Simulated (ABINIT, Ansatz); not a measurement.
**Quasiparticle gap of CaC2 (Immm) in ABINIT**

How does a plane-wave GW calculation on CaC2 (Immm) run from the first input to the gap?

Main program and level: ABINIT 10.8.3; PBEsol and many-body steps on it, plane waves.

Report form: inputs, costs, results and the conclusion, without the logs.

### Step 1. Set-up

The structure is orthorhombic, space group Immm (No. 71). The conventional cell has a = 3.790 Å, b = 4.887 Å, c = 5.360 Å, α = 90.00°, β = 90.00°, γ = 90.00°. Ca has 8 C at 2.62 to 2.75 Å nearest. C has 1 C at 1.26 Å and 4 Ca at 2.62 to 2.75 Å nearest. Farther neighbours, and contacts between anions beyond the nearest, are not listed.

As a file:

```cif
data_structure
_symmetry_space_group_name_H-M 'P 1'
_symmetry_Int_Tables_number 1
_cell_length_a 4.0918
_cell_length_b 4.0918
_cell_length_c 4.0918
_cell_angle_alpha 124.827
_cell_angle_beta 106.674
_cell_angle_gamma 98.162
_cell_volume 49.63
loop_
_atom_site_label
_atom_site_type_symbol
_atom_site_fract_x
_atom_site_fract_y
_atom_site_fract_z
_atom_site_occupancy
Ca1 Ca 0.00000 0.00000 0.00000 1
C2 C 0.37124 0.50000 0.87124 1
C3 C 0.62876 0.50000 0.12876 1
```

The cell and positions are those that the Materials Project relaxed with its own functionals (PBE, PBE+U or r2SCAN), kept fixed.

### Step 2. Ground state

This step: ABINIT 10.8.3; DFT, PBEsol, plane waves, norm-conserving pseudopotentials.

The ground-state density comes first.

Contents of run.abi:

```
acell 3*1.0 Angstrom
rprim 
  -1.894876555000 2.443261230000 2.680131180000
  1.894876555000 -2.443261230000 2.680131180000
  1.894876555000 2.443261230000 -2.680131180000
ntypat 2
znucl 20 6
natom 3
typat 1 2 2
xred 
  0.000000000000 0.000000000000 0.000000000000
  0.371239070000 0.500000000000 0.871239070000
  0.628760930000 0.500000000000 0.128760930000
pp_dirpath "pseudos"
pseudos "Ca.upf, C.upf"
ecut 37
ngkpt 6 6 6
nshiftk 1
shiftk 0 0 0
kptopt 1
chksymbreak 0
nband 14
occopt 1
tolvrs 1e-10
nstep 60
prtwf 0
optforces 0
optstress 0
indata_prefix "in"
outdata_prefix "out"
tmpdata_prefix "tmp"
```

The run is started by

```sh
$ OMP_NUM_THREADS=1 mpirun -n 4 abinit run.abi > log
```

Elapsed: 29 s, on 4 MPI ranks of Arm Neoverse V1, shared host; peak memory 0.34 GiB; 1.9 min of CPU time.

This step gave:

- total energy: -1378.0876 eV
- gap: 2.343 eV
- k of the valence top: 0.3333, -0.1667, 0.1667
- k of the conduction bottom: 0, 0, 0
- least direct gap: 2.601 eV

The gap is indirect, with the least direct gap 0.26 eV higher.

### Step 3. Bands along the symmetry lines

Levels along a band path, at the cheap level, show where the edges lie and whether the meshes to come will hold them.

Contents of run.abi:

```
acell 3*1.0 Angstrom
rprim 
  -1.894876555000 2.443261230000 2.680131180000
  1.894876555000 -2.443261230000 2.680131180000
  1.894876555000 2.443261230000 -2.680131180000
ntypat 2
znucl 20 6
natom 3
typat 1 2 2
xred 
  0.000000000000 0.000000000000 0.000000000000
  0.371239070000 0.500000000000 0.871239070000
  0.628760930000 0.500000000000 0.128760930000
pp_dirpath "pseudos"
pseudos "Ca.upf, C.upf"
ecut 37
iscf -2
irdden 1
kptopt 0
nkpt 92
kpt 
  0.00000000 0.00000000 0.00000000
  0.06250000 0.06250000 -0.06250000
  0.12500000 0.12500000 -0.12500000
  0.18750000 0.18750000 -0.18750000
  0.25000000 0.25000000 -0.25000000
  0.31250000 0.31250000 -0.31250000
  0.37500000 0.37500000 -0.37500000
  0.43750000 0.43750000 -0.43750000
  0.50000000 0.50000000 -0.50000000
  0.48437067 0.51562933 -0.48437067
  0.46874135 0.53125865 -0.46874135
  0.45311202 0.54688798 -0.45311202
  0.43748270 0.56251731 -0.43748270
  0.42185337 0.57814663 -0.42185337
  0.40622404 0.59377596 -0.40622404
  0.39059472 0.60940528 -0.39059472
  0.37496539 0.62503461 -0.37496539
  -0.37496539 0.37496539 0.37496539
  -0.32809472 0.32809472 0.32809472
  -0.28122404 0.28122404 0.28122404
  -0.23435337 0.23435337 0.23435337
  -0.18748270 0.18748270 0.18748270
  -0.14061202 0.14061202 0.14061202
  -0.09374135 0.09374135 0.09374135
  -0.04687067 0.04687067 0.04687067
  0.00000000 0.00000000 0.00000000
  0.05722034 -0.05722034 0.05722034
  0.11444069 -0.11444069 0.11444069
  0.17166103 -0.17166103 0.17166103
  0.22888138 -0.22888138 0.22888138
  0.28610172 -0.28610172 0.28610172
  0.34332207 -0.34332207 0.34332207
  0.40054241 -0.40054241 0.40054241
  0.45776276 -0.45776276 0.45776276
  0.54223724 0.45776276 -0.45776276
  0.53695758 0.46304241 -0.46304241
  0.53167793 0.46832207 -0.46832207
  0.52639828 0.47360172 -0.47360172
  0.52111862 0.47888138 -0.47888138
  0.51583896 0.48416104 -0.48416104
  0.51055931 0.48944069 -0.48944069
  0.50527966 0.49472035 -0.49472035
  0.50000000 0.50000000 -0.50000000
  0.00000000 0.00000000 0.00000000
  0.00000000 0.06250000 0.00000000
  0.00000000 0.12500000 0.00000000
  0.00000000 0.18750000 0.00000000
  0.00000000 0.25000000 0.00000000
  0.00000000 0.31250000 0.00000000
  0.00000000 0.37500000 0.00000000
  0.00000000 0.43750000 0.00000000
  0.00000000 0.50000000 0.00000000
  0.03125000 0.46875000 0.03125000
  0.06250000 0.43750000 0.06250000
  0.09375000 0.40625000 0.09375000
  0.12500000 0.37500000 0.12500000
  0.15625000 0.34375000 0.15625000
  0.18750000 0.31250000 0.18750000
  0.21875000 0.28125000 0.21875000
  0.25000000 0.25000000 0.25000000
  0.28125000 0.21875000 0.21875000
  0.31250000 0.18750000 0.18750000
  0.34375000 0.15625000 0.15625000
  0.37500000 0.12500000 0.12500000
  0.40625000 0.09375000 0.09375000
  0.43750000 0.06250000 0.06250000
  0.46875000 0.03125000 0.03125000
  0.50000000 0.00000000 0.00000000
  0.43750000 0.00000000 0.00000000
  0.37500000 0.00000000 0.00000000
  0.31250000 0.00000000 0.00000000
  0.25000000 0.00000000 0.00000000
  0.18750000 0.00000000 0.00000000
  0.12500000 0.00000000 0.00000000
  0.06250000 0.00000000 0.00000000
  0.00000000 0.00000000 0.00000000
  0.00000000 0.00000000 0.06250000
  0.00000000 0.00000000 0.12500000
  0.00000000 0.00000000 0.18750000
  0.00000000 0.00000000 0.25000000
  0.00000000 0.00000000 0.31250000
  0.00000000 0.00000000 0.37500000
  0.00000000 0.00000000 0.43750000
  0.00000000 0.00000000 0.50000000
  0.03125000 0.03125000 0.46875000
  0.06250000 0.06250000 0.43750000
  0.09375000 0.09375000 0.40625000
  0.12500000 0.12500000 0.37500000
  0.15625000 0.15625000 0.34375000
  0.18750000 0.18750000 0.31250000
  0.21875000 0.21875000 0.28125000
  0.25000000 0.25000000 0.25000000
istwfk *1
nband 16
nbdbuf 2
tolwfr 1e-08
nstep 40
prtwf 0
prtvol 0
indata_prefix "in"
outdata_prefix "out"
tmpdata_prefix "tmp"
```

Run time: 39 s. Hardware: 4 MPI ranks; peak memory 0.34 GiB.

Numbers from this step:

```
gap                        : 2.293 eV
k of the valence top       : 0.2861, -0.2861, 0.2861
k of the conduction bottom : 0, 0, 0
least direct gap           : 2.601 eV
```

The gap is 2.293 eV, −0.049 eV from the run before at this level.

The electronic bands at the labelled points (eV, zero at the top of the highest filled band):

```
     point  band 6  band 7  band 8  band 9  band 10  band 11  band 12  band 13
         Γ   -2.30   -2.25   -0.57   -0.31     2.29     3.56     5.52     5.84
   halfway   -3.02   -2.63   -0.97   -0.68     4.13     4.70     4.83     6.98
         X   -3.41   -2.21   -1.08   -0.89     4.30     4.81     6.65     7.24
   halfway   -3.43   -2.15   -1.17   -0.96     4.67     4.91     6.41     6.95
        F2   -3.45   -1.98   -1.70   -0.73     5.17     5.54     5.77     6.34
jump to Σ0   -3.45   -1.98   -1.70   -0.73     5.17     5.54     5.77     6.34
   halfway   -3.05   -2.45   -1.04   -0.42     3.34     4.93     5.12     6.67
         Γ   -2.30   -2.25   -0.57   -0.31     2.29     3.56     5.52     5.84
   halfway   -4.02   -1.49   -0.92   -0.05     3.84     5.43     6.00     6.40
        Y0   -3.48   -2.19   -0.98   -0.90     4.33     4.90     6.50     7.22
jump to U0   -3.48   -2.19   -0.98   -0.90     4.33     4.90     6.50     7.22
   halfway   -3.43   -2.20   -1.05   -0.89     4.31     4.83     6.61     7.24
         X   -3.41   -2.21   -1.08   -0.89     4.30     4.81     6.65     7.24
 jump to Γ   -2.30   -2.25   -0.57   -0.31     2.29     3.56     5.52     5.84
   halfway   -2.89   -2.44   -0.96   -0.67     3.25     4.58     5.64     6.39
         R   -3.35   -2.81   -1.29   -0.79     4.31     6.14     6.57     7.07
   halfway   -3.35   -2.53   -1.41   -0.70     3.87     5.17     6.37     7.51
         W   -3.35   -1.94   -1.85   -0.61     3.71     4.31     6.19     7.62
   halfway   -3.90   -1.70   -1.51   -0.41     4.52     4.56     6.35     6.55
         S   -4.32   -1.67   -1.01   -0.20     4.71     5.38     6.19     6.73
   halfway   -3.66   -1.34   -0.78   -0.70     3.38     4.56     5.51     6.39
         Γ   -2.30   -2.25   -0.57   -0.31     2.29     3.56     5.52     5.84
   halfway   -3.42   -1.36   -0.95   -0.67     2.73     4.48     5.92     6.40
         T   -3.45   -1.43   -1.17   -0.71     2.53     3.79     6.96     7.05
   halfway   -3.40   -1.70   -1.54   -0.64     3.25     3.76     6.98     7.55
         W   -3.35   -1.94   -1.85   -0.61     3.71     4.31     6.19     7.62
```

### Step 4. Empty states on the mesh, 4×4×4 mesh, 97 bands

The sums over transitions need many empty states on a uniform mesh; this step solves for them.

Contents of run.abi:

```
acell 3*1.0 Angstrom
rprim 
  -1.894876555000 2.443261230000 2.680131180000
  1.894876555000 -2.443261230000 2.680131180000
  1.894876555000 2.443261230000 -2.680131180000
ntypat 2
znucl 20 6
natom 3
typat 1 2 2
xred 
  0.000000000000 0.000000000000 0.000000000000
  0.371239070000 0.500000000000 0.871239070000
  0.628760930000 0.500000000000 0.128760930000
pp_dirpath "pseudos"
pseudos "Ca.upf, C.upf"
ecut 37
ngkpt 4 4 4
nshiftk 1
shiftk 0 0 0
kptopt 1
chksymbreak 0
iscf -2
irdden 1
istwfk *1
nband 97
nbdbuf 8
tolwfr 1e-09
nstep 60
prtvol 0
indata_prefix "in"
outdata_prefix "out"
tmpdata_prefix "tmp"
```

Wall time 49 s (4 MPI ranks); peak memory 0.36 GiB; 3.2 min of CPU time.

Numbers from this step:

| Item | Value |
| --- | --- |
| gap | 2.291 eV |
| k of the valence top | 0.25, -0.25, 0.25 |
| k of the conduction bottom | 0, 0, 0 |
| least direct gap | 2.601 eV |
| k points computed | 18 |
| lowest point of the top converged band, above the valence top | 68.2233 eV |

On this mesh the gap is 2.291 eV.

### Step 5. Screening, 4×4×4 mesh, 41 bands, screening to 114.3 eV

The RPA dielectric matrix is built and inverted for each q.

This step: RPA screening on PBEsol, plane waves, norm-conserving pseudopotentials.

Changes to run.abi since step 4:

```diff
@@ -21,10 +21,11 @@
 chksymbreak 0
-iscf -2
-irdden 1
 istwfk *1
-nband 97
-nbdbuf 8
-tolwfr 1e-09
-nstep 60
-prtvol 0
+occopt 1
+irdwfk 1
+optdriver 3
+nband 41
+ecuteps 4.2
+inclvkb 2
+awtr 1
+symchi 1
 indata_prefix "in"
```

Run time: 86 s. Hardware: 4 MPI ranks; peak memory 2.1 GiB; 5.8 min of CPU time.

Numbers from this step:

| Item | Value |
| --- | --- |
| ε∞ with local fields, on this mesh | 3.618 |
| ε∞ without local fields, on this mesh | 4.342 |
| plasma frequency | 22.36 eV |
| plane waves in the screening matrix | 139 |

Local fields lower ε∞ by 17 %. On a Γ-centred mesh this coarse the value itself is usually too large, while a short band sum pulls it down.

### Step 6. Self-energy, 4×4×4 mesh, 41 bands, screening to 114.3 eV

The self-energy is evaluated for the states that the input lists, and the quasiparticle equation is solved.

This step: G0W0 on PBEsol, plane waves, norm-conserving pseudopotentials.

Changes to run.abi since step 5:

```diff
@@ -24,8 +24,17 @@
 irdwfk 1
-optdriver 3
+optdriver 4
 nband 41
+gwcalctyp 0
+ecutsigx 37
+symsigma 1
+nkptgw 2
+kptgw 
+  0.2500000000 -0.2500000000 0.2500000000
+  0.0000000000 0.0000000000 0.0000000000
+bdgw 
+  8 11
+  8 11
 ecuteps 4.2
-inclvkb 2
-awtr 1
-symchi 1
+irdscr 1
+ppmodel 1
 indata_prefix "in"
```

Elapsed: 13 s, on 4 MPI ranks; peak memory 1.9 GiB; 50 s of CPU time.

This step gave:

| Item | Value |
| --- | --- |
| G0W0 gap on the mesh | 4.43 eV |
| starting gap on the mesh | 2.291 eV |
| k of the valence top | 0.25, -0.25, 0.25 |
| k of the conduction bottom | 0, 0, 0 |
| Z at the valence top | 0.78 |
| Z at the conduction bottom | 0.819 |
| least direct G0W0 gap on the computed points | 4.773 eV |

The gap on the mesh goes from 2.29 eV to 4.43 eV, a correction of +2.14 eV. The start differs from the 2.34 eV found before because the two sample other k points.

Limits: finite bands, cutoff and mesh; coarse k mesh. v1 is the top filled band, c1 the lowest empty one. Levels before and after the correction, in eV, zero at the valence-band top of each column:

```
           conduction bottom  valence top
Kohn-Sham               2.29         0.00
     G0W0               4.43         0.00
```

```
                          level  energy (eV)
Kohn-Sham  (0.25 -0.25 0.25) v2       -0.955
Kohn-Sham  (0.25 -0.25 0.25) v1        0.000
Kohn-Sham  (0.25 -0.25 0.25) c1        4.080
Kohn-Sham  (0.25 -0.25 0.25) c2        5.281
Kohn-Sham                  Γ v2       -0.568
Kohn-Sham                  Γ v1       -0.310
Kohn-Sham                  Γ c1        2.291
Kohn-Sham                  Γ c2        3.554
     G0W0  (0.25 -0.25 0.25) v2       -1.023
     G0W0  (0.25 -0.25 0.25) v1        0.000
     G0W0  (0.25 -0.25 0.25) c1        6.353
     G0W0  (0.25 -0.25 0.25) c2        7.867
     G0W0                  Γ v2       -0.621
     G0W0                  Γ v1       -0.343
     G0W0                  Γ c1        4.430
     G0W0                  Γ c2        6.046
```

### Step 7. Where the time went

Times are wall times on 4 MPI ranks of Arm Neoverse V1, shared host, good to a factor of about two.

```
                          step  time  share  memory (GiB)
                  ground state  29 s   13 %          0.34
bands along the symmetry lines  39 s   18 %          0.34
      empty states on the mesh  49 s   23 %          0.36
                     screening  86 s   40 %           2.1
                   self-energy  13 s    6 %           1.9
```

### Step 8. What came out

```json
{
 "PBEsol gap": "2.29 eV, indirect",
 "G0W0 gap on the mesh": "4.43 eV",
 "GW settings": "4×4×4 mesh, 41 bands, screening to 114.3 eV, Godby-Needs plasmon pole",
 "known limits": "short of the basis limit; coarse k mesh"
}
```

G0W0 moves the gap on the mesh from 2.29 eV to 4.43 eV (+2.14 eV), with Z of 0.78 and 0.82 at the edges. Local fields lower the RPA ε∞ on this mesh from 4.34 to 3.62; a Γ-centred mesh this coarse tends to raise both, most where the direct gap is narrow, while a short band sum lowers them. The dearest step here is «screening». Bands and cutoff are finite, so the gap stands short of the basis limit, usually by up to a few tenths of an eV; the mesh is an error of its own. The 4×4×4 mesh is coarse for this cell, which bears on the long-range parts of exchange and screening.

[Long decimals in the printed logs are rounded to 6 places.]

[Logs are printed without paths, hosts, clocks, repeated set-up lines and the standing remarks that a program may print on its own settings, such as how far it seeks lower states.]

[Paths, hosts, dates, memory and timing lines, banners, echoed tables and standing remarks are left out of the program output; an Ansatz launch command may be rebuilt from the run's recorded settings. Measured values are a selection of at most five: reports struck by readers or far from the other reports are left out. None is set beside runs whose start may be inverted or whose files or cutoffs have a known fault.]

[Runs of the session that timed out or met a known fault of the program may be left out.]

[Hosts, paths, dates, database ids (printed as entryN), source tags and the programs' standing remarks are cut or masked in the printed files.]

[G0W0 gaps are taken among the corrected bands and points alone; a level outside them can change the order at an edge.]

[Where Ansatz stands beside ABINIT at settings called matched, ABINIT's density can come from a denser mesh and the files from another edition; pairs whose starting gaps differed by over 0.03 eV were left out, so agreement reads better than it is.]
